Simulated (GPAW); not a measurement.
**STM contrast on C/Pt(111)**

Aim: Tersoff-Hamann images of C/Pt(111) at several biases.

Main program and level: GPAW 26.7.0; GPAW, PAW setups; slab in vacuum, relaxation, in the first sound run; inputs show where later runs differ.

This is a report of a sequence of runs, with most program output left out.

### 1. The structure

The cell holds 5 atoms: 4 Pt and 1 C. Its edges and angles: a = 2.772 Å, b = 2.772 Å, c = 26.180 Å, α = 90.0°, β = 90.0°, γ = 60.0°. Vacuum lies along c.

Structure file:

```cif
data_structure
_symmetry_space_group_name_H-M 'P 1'
_symmetry_Int_Tables_number 1
_cell_length_a 2.7719
_cell_length_b 2.7719
_cell_length_c 26.1801
_cell_angle_alpha 90.000
_cell_angle_beta 90.000
_cell_angle_gamma 60.000
_cell_volume 174.20
loop_
_atom_site_label
_atom_site_type_symbol
_atom_site_fract_x
_atom_site_fract_y
_atom_site_fract_z
_atom_site_occupancy
Pt1 Pt 0.00000 0.00000 0.34377 1
Pt2 Pt 0.33333 0.33333 0.43022 1
Pt3 Pt 0.66667 0.66667 0.51667 1
Pt4 Pt 0.00000 0.00000 0.60312 1
C5 C 0.33333 0.33333 0.65623 1
```

### 2. Relaxation

The atoms are relaxed first, since the surface dipole, and with it the work function, follows the positions of the outer layers. The lowest 2 atoms are held at bulk positions and keep their forces.

run.py reads:

```python
import json
import numpy as np
from ase import Atoms
from ase.constraints import FixAtoms
from ase.optimize import BFGS
from gpaw import GPAW, PW

slab = Atoms(
    ['Pt', 'Pt', 'Pt', 'Pt', 'C'],
    positions=[
        [0.00000, 0.00000, 9.00000],
        [1.38593, 0.80017, 11.26321],
        [2.77186, 1.60033, 13.52643],
        [0.00000, 0.00000, 15.78964],
        [1.38593, 0.80017, 17.18008]],
    cell=[[2.77186, 0.0, 0.0], [1.38593, 2.4005, 0.0], [0.0, 0.0, 26.18008]],
    pbc=[True, True, False])

slab.calc = GPAW(mode=PW(500), xc='PBE', kpts={'size': (13, 13, 1), 'gamma': True},
                 occupations={'name': 'fermi-dirac', 'width': 0.1}, nbands='160%',
                 convergence={'density': 1e-05}, maxiter=200,
                 poissonsolver={'dipolelayer': 'xy'},
                 symmetry={'tolerance': 1e-3, 'extra_ids': [1, 1, 0, 0, 0]}, txt='slab.txt')
result = {}
slab.set_constraint(FixAtoms([0, 1]))
path = []
opt = BFGS(slab, maxstep=0.2)
opt.attach(lambda: path.append((slab.get_potential_energy(), slab.positions.tolist(), slab.get_forces().tolist())))
result['relaxed'] = bool(opt.run(fmax=0.03, steps=40))
result['path'] = path
energy = slab.get_potential_energy()
fermi = slab.calc.get_fermi_level()
v = slab.calc.get_electrostatic_potential().mean((0, 1)) - fermi
n = slab.calc.get_pseudo_density().mean((0, 1))
L = slab.cell[2, 2]
z = np.arange(len(v)) * L / len(v)
low, high = slab.positions[:, 2].min(), slab.positions[:, 2].max()
below, above = np.interp([low - 6.8, high + 6.8], z, v)
slopes = [np.interp(x, z, np.gradient(v, z)) for x in (low - 6.8, high + 6.8)]
eps = np.array([[slab.calc.get_eigenvalues(k, s) for k in range(len(slab.calc.get_ibz_k_points()))]
                for s in range(slab.calc.get_number_of_spins())]) - fermi
top, bottom = eps[eps < 0].max(), eps[eps > 0].min()
dipole = slab.get_dipole_moment()[2]
print(f'energy {energy:.4f} eV, Fermi level {fermi:.4f} eV, dipole {dipole:.5f} e A')
print(f'potential 6.8 A off the faces, from the Fermi level: lower {below:.4f} eV, upper {above:.4f} eV')
print(f'slope of the potential there: lower {slopes[0]:.5f}, upper {slopes[1]:.5f} eV/A')
print(f'nearest levels on the mesh: {top:.4f} and {bottom:.4f} eV')
print('magnetic moment', round(slab.get_magnetic_moment(), 3))
result.update(energy=energy, fermi=fermi, dipole=dipole, below=below, above=above, slopes=slopes, edges=[top, bottom],
              z=z.tolist(), v=v.tolist(), n=n.tolist(), positions=slab.positions.tolist(),
              forces=slab.get_forces(apply_constraint=False).tolist(), moments=slab.get_magnetic_moments().tolist())
json.dump(result, open('result.json', 'w'))
```

On the command line:

```console
OMP_NUM_THREADS=1 OPENBLAS_NUM_THREADS=1 python run.py
```

The job ended after 31 min (1 thread of Arm Neoverse V1, shared host; peak memory 0.29 GiB).

Relaxation path:

| step | energy less that of the first step (eV) | largest force (eV/Å) |
| --- | --- | --- |
| 1 | 0.0000 | 2.3622 |
| 2 | -0.0886 | 1.8858 |
| 3 | -0.2757 | 0.7357 |
| 4 | -0.2820 | 0.6009 |
| 5 | -0.3036 | 0.2276 |
| 6 | -0.3043 | 0.1996 |
| 7 | -0.3096 | 0.2692 |
| 8 | -0.3146 | 0.2702 |
| 9 | -0.3186 | 0.1518 |
| 10 | -0.3197 | 0.0389 |
| 11 | -0.3201 | 0.0069 |

The atoms that moved most (Å):

| atom | dx | dy | dz | length |
| --- | --- | --- | --- | --- |
| Pt4 | 0.000 | 0.000 | 0.291 | 0.291 |
| Pt3 | 0.000 | 0.000 | 0.090 | 0.090 |
| C5 | 0.000 | 0.000 | 0.049 | 0.049 |

Final coordinates:

```xyz
5
Lattice="2.7719 0.0000 0.0000 1.3859 2.4005 0.0000 0.0000 0.0000 26.1801" Properties=species:S:1:pos:R:3
Pt    0.0000    0.0000    9.0000
Pt    1.3859    0.8002   11.2632
Pt    2.7719    1.6003   13.6161
Pt    0.0000    0.0000   16.0803
C     1.3859    0.8002   17.2292
```

This step gave:

* dipole along the normal: -0.01782 e·Å
* levels nearest the Fermi level on the mesh: -0.004867, 0.01847 eV from the Fermi level
* upper work function: 6.187 eV
* lower work function: 5.700 eV

Electrostatic potential energy of an electron (without an applied field's), less the Fermi level, planar mean against z:

| z (Å) | electrostatic potential energy of an electron (without an applied field's), less the Fermi level, planar mean (eV) |
| --- | --- |
| 0.0 | 5.94 |
| 0.5 | 5.70 |
| 1.0 | 5.70 |
| 1.5 | 5.70 |
| 2.0 | 5.70 |
| 2.5 | 5.70 |
| 3.0 | 5.70 |
| 3.5 | 5.70 |
| 4.0 | 5.70 |
| 4.5 | 5.70 |
| 5.0 | 5.70 |
| 5.5 | 5.70 |
| 6.0 | 5.68 |
| 6.5 | 5.64 |
| 7.0 | 5.43 |
| 7.5 | 4.60 |
| 8.0 | 1.01 |
| 8.5 | -12.2 |
| 9.0 | -26.8 |
| 9.5 | -12.6 |
| 10.0 | -0.667 |
| 10.5 | -4.51 |
| 11.0 | -22.0 |
| 11.5 | -22.9 |
| 12.0 | -5.02 |
| 12.5 | 0.230 |
| 13.0 | -8.43 |
| 13.5 | -25.8 |
| 14.0 | -17.3 |
| 14.5 | -1.76 |
| 15.0 | -0.124 |
| 15.5 | -11.1 |
| 16.0 | -28.1 |
| 16.5 | -19.0 |
| 17.0 | -12.9 |
| 17.5 | -6.70 |
| 18.0 | 3.44 |
| 18.5 | 5.67 |
| 19.0 | 6.09 |
| 19.5 | 6.17 |
| 20.0 | 6.18 |
| 20.5 | 6.19 |
| 21.0 | 6.19 |
| 21.5 | 6.19 |
| 22.0 | 6.19 |
| 22.5 | 6.19 |
| 23.0 | 6.19 |
| 23.5 | 6.19 |
| 24.0 | 6.19 |
| 24.5 | 6.19 |
| 25.0 | 6.19 |
| 25.5 | 6.19 |
| 26.0 | 6.07 |

The pseudo valence density, planar mean oscillates, so the rows of the table below give means over windows of 2.43 Å about each position, cut where the curve ends. Its maxima inside the range that stand out by 2 % of the span (Å: e/Å³): 9.0: 2.39, 11.2: 2.39, 13.7: 2.39, 16.1: 2.45. Its minima: 10.1: 0.323, 12.5: 0.288, 14.8: 0.254.

Pseudo valence density, planar mean against z; means over each step:

| z (Å) | pseudo valence density, planar mean (e/Å³) |
| --- | --- |
| 3.65 | 4.2e-6 |
| 6.08 | 0.00400 |
| 8.51 | 0.918 |
| 10.94 | 1.02 |
| 13.37 | 1.000 |
| 15.80 | 1.06 |
| 18.23 | 0.205 |
| 20.66 | 1.8e-4 |

The relaxation lowered the energy of the cell by 0.320 eV (energies extrapolated to zero smearing; the optimiser's log prints free energies). The largest force left on a free atom is 0.0069 eV/Å.

### 3. The slab's potential

The work function is the vacuum plateau of the electrostatic potential less the Fermi level; a dipole layer lets the two faces have plateaus of their own.

This step: GPAW, PAW setups; slab in vacuum (GPAW 26.7.0).

Edit run.py of step 2 so:

```diff
@@ -3,4 +3,3 @@
 from ase import Atoms
-from ase.constraints import FixAtoms
-from ase.optimize import BFGS
+from ase.dft.stm import STM
 from gpaw import GPAW, PW
@@ -12,5 +11,5 @@
         [1.38593, 0.80017, 11.26321],
-        [2.77186, 1.60033, 13.52643],
-        [0.00000, 0.00000, 15.78964],
-        [1.38593, 0.80017, 17.18008]],
+        [2.77186, 1.60033, 13.61605],
+        [0.00000, 0.00000, 16.08033],
+        [1.38593, 0.80017, 17.22920]],
     cell=[[2.77186, 0.0, 0.0], [1.38593, 2.4005, 0.0], [0.0, 0.0, 26.18008]],
@@ -22,10 +21,4 @@
                  poissonsolver={'dipolelayer': 'xy'},
-                 symmetry={'tolerance': 1e-3, 'extra_ids': [1, 1, 0, 0, 0]}, txt='slab.txt')
+                 symmetry={'tolerance': 1e-3}, txt='slab.txt')
 result = {}
-slab.set_constraint(FixAtoms([0, 1]))
-path = []
-opt = BFGS(slab, maxstep=0.2)
-opt.attach(lambda: path.append((slab.get_potential_energy(), slab.positions.tolist(), slab.get_forces().tolist())))
-result['relaxed'] = bool(opt.run(fmax=0.03, steps=40))
-result['path'] = path
 energy = slab.get_potential_energy()
@@ -51,2 +44,16 @@
               forces=slab.get_forces(apply_constraint=False).tolist(), moments=slab.get_magnetic_moments().tolist())
+
+# Images need the states of the whole zone, up to time reversal
+slab.calc = slab.calc.fixed_density(symmetry={'point_group': False}, txt='states.txt', nbands='250%',
+                                    convergence={'bands': 'CBM+1.8'})
+stm = STM(slab)
+result['stm'] = []
+for bias in [-2.0, -1.0, 1.5]:
+    height = high + 4.0
+    current = stm.get_averaged_current(bias, height)
+    x, y, h = stm.scan(bias, current)
+    i, f = divmod(height / L * stm.ldos.shape[2], 1)
+    I = abs((1 - f) * stm.ldos[:, :, int(i)] + f * stm.ldos[:, :, int(i) + 1])
+    print(f'bias {bias} V: mean current at 4.0 A {current:.4e}, corrugation {np.ptp(h):.4f} A')
+    result['stm'].append(dict(bias=bias, current=current, h=(h - high).tolist(), I=I.tolist()))
 json.dump(result, open('result.json', 'w'))
```

The job ended after 11 min (1 thread; peak memory 0.93 GiB).

Numbers from this step:

- dipole along the normal: -0.01776 e·Å
- levels nearest the Fermi level on the mesh: -0.004815, 0.01864 eV from the Fermi level
- lower work function: 5.701 eV
- corrugation -2: 0.1148 Å
- corrugation -1: 0.1090 Å
- corrugation 1.5: 0.03721 Å

The electrostatic potential energy of an electron (without an applied field's), less the Fermi level, planar mean oscillates, so the rows of the table below give means over windows of 2.34 Å about each position, cut where the curve ends. Its maxima inside the range that stand out by 2 % of the span (Å: eV): 10.1: -0.228, 12.4: 0.361, 14.8: 0.642, 16.8: -12.0. Its minima: 9.0: -26.9, 11.2: -27.0, 13.7: -27.0, 16.1: -28.8, 17.2: -14.5.

Table of electrostatic potential energy of an electron (without an applied field's), less the Fermi level, planar mean by z; means over each step:

z (Å), electrostatic potential energy of an electron (without an applied field's), less the Fermi level, planar mean (eV) and a bar from the least value:
```
     1.17        5.7 #############################
     3.51        5.7 #############################
     5.85        5.7 #############################
     8.19       -7.4 ########
    10.53      -12.1 
    12.87      -11.3 #
    15.21      -11.2 #
    17.55       -5.2 ###########
    19.89        6.2 ##############################
    22.23        6.2 ##############################
    24.57        6.2 ##############################
```

The pseudo valence density, planar mean oscillates, so the rows of the table below give means over windows of 2.43 Å about each position, cut where the curve ends. Its maxima inside the range that stand out by 2 % of the span (Å: e/Å³): 9.0: 2.39, 11.2: 2.39, 13.7: 2.39, 16.1: 2.45. Its minima: 10.1: 0.323, 12.5: 0.288, 14.8: 0.254.

Pseudo valence density, planar mean against z; means over each step:

z (Å), pseudo valence density, planar mean (e/Å³) and a bar:
```
     3.65       0.00 
     6.08       0.00 
     8.51       0.92 ##########################
    10.94       1.02 #############################
    13.37       1.00 ############################
    15.80       1.06 ##############################
    18.23       0.21 ######
    20.66       0.00
```

Tip height over the top atom over a1 and a2. Sample bias -2 V, constant current at the mean current 4.0 Å over the top atom.

Ten even steps from '0' (3.95 Å) to '9' (4.06 Å):
```
000012334332100
000011222222110
111111122222111
232322222222222
445544322222223
566766532222223
568888654222224
578999875322223
568999986532123
468999998642112
246899998642111
135789998753100
012568888652100
001346676643100
000124555542100
```
Columns: a1 from 0 to 0.933; rows upwards: a2 from 0 to 0.933.

Local density of states summed over the bias window over a1 and a2. Sample bias -2 V, constant height 4.0 Å over the top atom.

Values in units of 1e-6 arbitrary, 15 rows by 15 columns:
```
1.5 1.5 1.5 1.5 1.6 1.6 1.7 1.7 1.7 1.7 1.7 1.6 1.6 1.5 1.5
1.5 1.5 1.5 1.5 1.6 1.6 1.6 1.6 1.6 1.6 1.6 1.6 1.6 1.6 1.5
1.6 1.6 1.6 1.6 1.6 1.6 1.6 1.6 1.6 1.6 1.6 1.6 1.6 1.6 1.6
1.7 1.7 1.7 1.7 1.7 1.6 1.6 1.6 1.6 1.6 1.6 1.6 1.6 1.6 1.6
1.7 1.7 1.8 1.8 1.7 1.7 1.7 1.6 1.6 1.6 1.6 1.6 1.6 1.6 1.7
1.8 1.8 1.9 1.9 1.9 1.8 1.8 1.7 1.6 1.6 1.6 1.6 1.6 1.6 1.7
1.8 1.9 2.0 2.0 2.0 2.0 1.9 1.8 1.7 1.6 1.6 1.6 1.6 1.6 1.7
1.8 1.9 2.0 2.1 2.1 2.1 2.0 1.9 1.8 1.7 1.6 1.6 1.6 1.6 1.7
1.8 1.9 2.0 2.1 2.1 2.1 2.1 2.0 1.9 1.8 1.7 1.6 1.6 1.6 1.7
1.7 1.8 2.0 2.1 2.1 2.1 2.1 2.1 2.0 1.8 1.7 1.6 1.6 1.6 1.6
1.7 1.7 1.9 2.0 2.1 2.1 2.1 2.1 2.0 1.9 1.7 1.7 1.6 1.6 1.6
1.6 1.7 1.8 1.9 2.0 2.1 2.1 2.1 2.0 1.9 1.8 1.7 1.6 1.5 1.5
1.5 1.6 1.7 1.8 1.9 2.0 2.0 2.0 2.0 1.9 1.8 1.7 1.6 1.5 1.5
1.5 1.5 1.6 1.7 1.7 1.8 1.9 1.9 1.9 1.8 1.7 1.7 1.6 1.5 1.5
1.5 1.5 1.5 1.6 1.7 1.7 1.8 1.8 1.8 1.8 1.7 1.7 1.6 1.5 1.5
```
Columns: a1 from 0 to 0.933; rows upwards: a2 from 0 to 0.933.

Tip height over the top atom over a1 and a2. Sample bias -1 V, constant current at the mean current 4.0 Å over the top atom.

Values in Å, 15 rows by 15 columns:
```
3.95 3.95 3.95 3.96 3.97 3.98 3.99 4.00 4.00 4.00 3.99 3.98 3.97 3.96 3.95
3.95 3.95 3.95 3.96 3.96 3.97 3.98 3.98 3.98 3.98 3.98 3.98 3.97 3.96 3.96
3.97 3.96 3.96 3.97 3.97 3.97 3.97 3.98 3.98 3.98 3.98 3.98 3.97 3.97 3.97
3.98 3.98 3.98 3.98 3.98 3.98 3.98 3.98 3.98 3.98 3.98 3.98 3.98 3.98 3.98
4.00 4.00 4.01 4.01 4.00 4.00 3.99 3.98 3.98 3.98 3.99 3.98 3.98 3.98 3.99
4.01 4.02 4.02 4.03 4.02 4.02 4.01 4.00 3.98 3.98 3.98 3.98 3.98 3.98 4.00
4.01 4.03 4.04 4.04 4.04 4.04 4.03 4.01 4.00 3.98 3.98 3.98 3.98 3.98 4.00
4.01 4.03 4.04 4.05 4.06 4.05 4.04 4.03 4.01 4.00 3.98 3.98 3.98 3.98 4.00
4.01 4.03 4.04 4.06 4.06 4.06 4.06 4.04 4.03 4.01 3.99 3.98 3.97 3.98 3.99
4.00 4.02 4.04 4.05 4.06 4.06 4.06 4.05 4.04 4.02 4.00 3.98 3.97 3.97 3.98
3.98 4.00 4.02 4.04 4.06 4.06 4.06 4.06 4.04 4.02 4.00 3.98 3.97 3.96 3.97
3.97 3.98 4.01 4.03 4.04 4.05 4.06 4.05 4.04 4.03 4.01 3.98 3.97 3.96 3.96
3.95 3.96 3.98 4.01 4.02 4.04 4.04 4.04 4.04 4.02 4.01 3.98 3.96 3.95 3.95
3.95 3.95 3.96 3.98 4.00 4.02 4.03 4.03 4.03 4.02 4.00 3.98 3.96 3.95 3.95
3.96 3.95 3.95 3.97 3.98 4.00 4.01 4.01 4.01 4.01 4.00 3.98 3.97 3.95 3.95
```
Columns: a1 from 0 to 0.933; rows upwards: a2 from 0 to 0.933.

Local density of states summed over the bias window over a1 and a2. Sample bias -1 V, constant height 4.0 Å over the top atom.

Ten even steps from '_' (1.33 × 1e-6 arbitrary) to '@' (1.86 × 1e-6 arbitrary):
```
________..::::------::::..____
________......::::::::......__
..____............::..........
::::::::::::......::::......::
----====----::::..::::::..::::
==++++++++++==--::::::::::::--
==++########++==--::......::--
==**##%%@@%%##**==--::....::--
==++##@@@@@@@@##++==::......::
--++##%%@@@@@@%%##++--::....::
::--++##@@@@@@@@##++--::......
..::==++##%%@@%%##++==::..____
____::==++########++==::______
______::--++++**++++--::______
______..::--========--::..____
```
Columns: a1 from 0 to 0.933; rows upwards: a2 from 0 to 0.933.

[end of part 1 of 2]

[Logs are printed without paths, hosts, clocks, repeated set-up lines and the standing remarks that a program may print on its own settings, such as how far it seeks lower states.]

[Hosts, paths, dates, database ids (printed as entryN), source tags and the programs' standing remarks are cut or masked in the printed files.]
